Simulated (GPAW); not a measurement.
# Quasiparticle gap of H (Cmce) in GPAW, part 2 of 2

Aim: the G0W0 gap of H (Cmce) on LDA, step by step.

GPAW 26.7.0; LDA and many-body steps on it, plane waves. Known limits of the many-body steps: not at the basis limit; coarse k mesh.

So far. Step 3 (Bands along the symmetry lines): The gap is 8.694 eV, as in the run before at this level. Step 4 (Empty states on the mesh, 4×4×4 mesh, 266 bands): On this mesh the gap is 8.694 eV.

## 5. Screening and self-energy, 4×4×4 mesh, 119 bands, screening to 96 eV

Now the one-shot GW correction: screening in the RPA, then the self-energy of the levels asked for.

This step: G0W0 on LDA, plane waves, PAW.

Contents of run.py:

```python
import json
import numpy as np
from gpaw.mpi import world
from gpaw.response.g0w0 import G0W0

gw = G0W0('full.gpw',
    filename='gw',
    kpts=[0, 16],
    bands=(0, 4),
    ecut=96,
    nbands=119,
    integrate_gamma='WS',
    ppa=True)
gw.calculate()
res = {mode: {k: v for k, v in r.items() if k != 'sigma_eskwn'}
       for mode, r in gw.all_results.items()}

if world.rank == 0:
    with open('result.json', 'w') as f:
        json.dump(res, f, default=lambda x: x.tolist())
```

Command:

```sh
mpirun -n 4 gpaw python run.py
```

Numbers of over 12 decimals in the logs are rounded to 6 here.

What it wrote:

```text
Using integrator: PointIntegrator
FrequencyGridDescriptor(from 0.000+0.000j to 0.000+27.211j eV, 2 points)
Nonperiodic BCs:  [False False False]
Using integrator: PointIntegrator
FrequencyGridDescriptor(from 0.000+0.000j to 0.000+27.211j eV, 2 points)
Nonperiodic BCs:  [False False False]
  ___  _ _ _
 |   || | | |
 | | || | | |
 |__ ||_____|
 |___|

BZ k-points: Symmetries present (total): 4

  [... matrices ...]
64 k-points: 4 x 4 x 4 Monkhorst-Pack grid + [1/8,1/8,1/8]
24 k-points in the irreducible part of the Brillouin zone
       k-points in crystal coordinates                weights
   0:     0.00000000    0.00000000    0.00000000          1/64
   1:     0.00000000    0.00000000    0.25000000          2/64
   2:     0.00000000    0.00000000    0.50000000          1/64
   3:     0.25000000   -0.25000000   -0.25000000          2/64
   4:     0.25000000   -0.25000000    0.00000000          2/64
   5:     0.25000000   -0.25000000    0.25000000          2/64
   6:     0.25000000   -0.25000000    0.50000000          2/64
   7:     0.25000000    0.00000000   -0.25000000          4/64
   8:     0.25000000    0.00000000    0.00000000          4/64
   9:     0.25000000    0.00000000    0.25000000          4/64
          ...
  23:     0.50000000    0.50000000    0.50000000          1/64

Distributing spins, k-points and bands (1 x 2 x 4) over 4 processes
Number of blocks: 1

Quasi particle states:
k-points (IBZ indices): [0, 16]
Band range: (0, 4)
  [... matrices ...]
Computational parameters:
Plane wave cut-off: 96 eV
Number of bands: 119
Coulomb cutoff: None
Broadening: 0.1 eV

fxc modes: GW
Kernel: RPA
Using Godby-Needs plasmon-pole approximation:
  Fitting energy: i*E0, E0 = 1.000 Hartree
Summing all q:

Calculating screened Coulomb potential
No Coulomb truncation
FrequencyGridDescriptor(from 0.000+0.000j to 0.000+27.211j eV, 2 points)
Removing empty qpoint cache files...

Calculating chi0 body with:
    Ground state adapter containing:
    Number of spins: 1
    Number of kpoints: 64
    Number of irreducible kpoints: 24
    Number of completely occupied states: 2
    Number of partially occupied states: 2
    Occupied states memory: 0.322998046875 M / cpu

    Linear response parametrization:
    q_c: [0.0, 0.0, 0.0]
    Number of frequency points: 2
    Planewave cutoff: 96.0
    Number of bands: 119
    Number of planewaves: 119
    Broadening (eta): 1e-06
    comm.size: 4
    kncomm.size: 4
    blockcomm.size: 1

    Memory estimate of potentially large arrays:
        chi0_wGG: 0.432159 M / cpu
Integrating chi0 body.

Symmetries of q_c:
    Direct symmetries (Uq -> q): 4
    Indirect symmetries (TUq -> q): 0
In total 4 allowed symmetries.

  [... matrices ...]
24 groups of equivalent kpoints. 62.5% reduction.

Integral kind: response function
Integrating chi0 head and wings.

Symmetries of q_c:
    Direct symmetries (Uq -> q): 4
    Indirect symmetries (TUq -> q): 0
In total 4 allowed symmetries.

  [... matrices ...]
24 groups of equivalent kpoints. 62.5% reduction.

Integral kind: response function wings

Calculating chi0 body with:
    Ground state adapter containing:
    Number of spins: 1
    Number of kpoints: 64
    Number of irreducible kpoints: 24
    Number of completely occupied states: 2
    Number of partially occupied states: 2
    Occupied states memory: 0.322998046875 M / cpu

    Linear response parametrization:
[... the further q-points ...]

Results:
f:      Occupation numbers
eps:     KS-eigenvalues [eV]
vxc:     KS vxc [eV]
exx:     Exact exchange [eV]
sigma:   Self-energies [eV]
dsigma:  Self-energy derivatives
Z:       Renormalization factors
qp:      QP-energies [eV]

k-point 0 (0): (0.000, 0.000, 0.000)                GW
band       f     eps     vxc     exx   sigma  dsigma       Z      qp
                                                                   GW
   0   1.000 -10.293 -10.426 -16.627   1.094  -0.160   0.862 -14.697
   1   1.000  -8.352 -12.365 -18.149   0.951  -0.160   0.862 -12.516
   2   0.000   2.598  -6.706  -2.233  -1.731  -0.099   0.910   5.092
   3   0.000   3.832  -7.412  -3.362  -1.760  -0.110   0.901   5.896

k-point 1 (16): (0.500, 0.000, 0.500)                GW
band       f     eps     vxc     exx   sigma  dsigma       Z      qp
                                                                   GW
   0   1.000  -9.014 -11.726 -17.666   1.000  -0.163   0.860 -13.263
   1   1.000  -9.014 -11.726 -17.666   1.000  -0.163   0.860 -13.263
   2   0.000   0.342  -5.578  -1.713  -1.602  -0.089   0.918   2.420
   3   0.000   0.342  -5.578  -1.713  -1.602  -0.089   0.918   2.420
```

Wall time 46 s (4 MPI ranks of Arm Neoverse V1, shared host); peak memory 0.82 GiB.

Numbers from this step:

- G0W0 gap on the points computed: 14.94 eV
- least direct G0W0 gap on the computed points: 15.68 eV
- Z at the valence top: 0.8618
- Z at the conduction bottom: 0.9182
- starting gap on the mesh: 8.694 eV
- k of the valence top: 0, 0, 0
- k of the conduction bottom: 0.5, 0, 0.5

The gap on the mesh goes from 8.69 eV to 14.94 eV, a correction of +6.24 eV.

Limits: finite bands, cutoff and mesh; coarse k mesh. v1 is the top filled band, c1 the lowest empty one. The levels before and after the correction (eV, zero at the valence-band top of each column):

```
           conduction bottom  valence top
Kohn-Sham               8.69         0.00
     G0W0              14.94         0.00
```

```
                       level  energy (eV)
Kohn-Sham               Γ v2       -1.941
Kohn-Sham               Γ v1        0.000
Kohn-Sham               Γ c1       10.950
Kohn-Sham               Γ c2       12.184
Kohn-Sham  (0.5 0 0.5) v2-v1       -0.663
Kohn-Sham  (0.5 0 0.5) c1-c2        8.694
     G0W0               Γ v2       -2.181
     G0W0               Γ v1        0.000
     G0W0               Γ c1       17.608
     G0W0               Γ c2       18.412
     G0W0  (0.5 0 0.5) v2-v1       -0.746
     G0W0  (0.5 0 0.5) c1-c2       14.936
```

## 6. Where the time went

Times are wall times on 4 MPI ranks of Arm Neoverse V1, shared host, good to a factor of about two.

```
                          step   time  share  memory (GiB)
                  ground state  7.3 s    7 %          0.62
bands along the symmetry lines  7.7 s    7 %          0.65
      empty states on the mesh   47 s   44 %           1.8
     screening and self-energy   46 s   42 %          0.82
```

## 7. Results

- LDA gap: 8.69 eV, indirect
- G0W0 gap on the mesh: 14.94 eV
- GW settings: 4×4×4 mesh, 119 bands, screening to 96 eV, Godby-Needs plasmon pole
- known limits: not at the basis limit; coarse k mesh

G0W0 moves the gap on the mesh from 8.69 eV to 14.94 eV (+6.24 eV), with Z of 0.86 and 0.92 at the edges. Only 2 of the mesh's irreducible points were corrected, so a valley elsewhere could overtake. Bands and cutoff are finite, so the gap is not at the basis limit. The miss can reach some tenths of an eV and take either sign; the mesh is an error of its own. These stock PAW sets were not made for GW. In the G0W0 run levels were corrected at 2 k points alone, so a gap called «on the mesh» is the least over those, and an edge elsewhere would be missed. The 4×4×4 mesh is coarse for this cell, which bears on the long-range parts of exchange and screening.

[Paths, hosts, dates, memory and timing lines, banners, echoed tables and standing remarks are left out of the program output.]

[Logs are printed without paths, hosts, clocks, repeated set-up lines and the standing remarks that a program may print on its own settings, such as how far it seeks lower states.]

[Runs of the session that timed out or met a known fault of the program may be left out.]

[Hosts, paths, dates, database ids (printed as entryN), source tags and the programs' standing remarks are cut or masked in the printed files.]
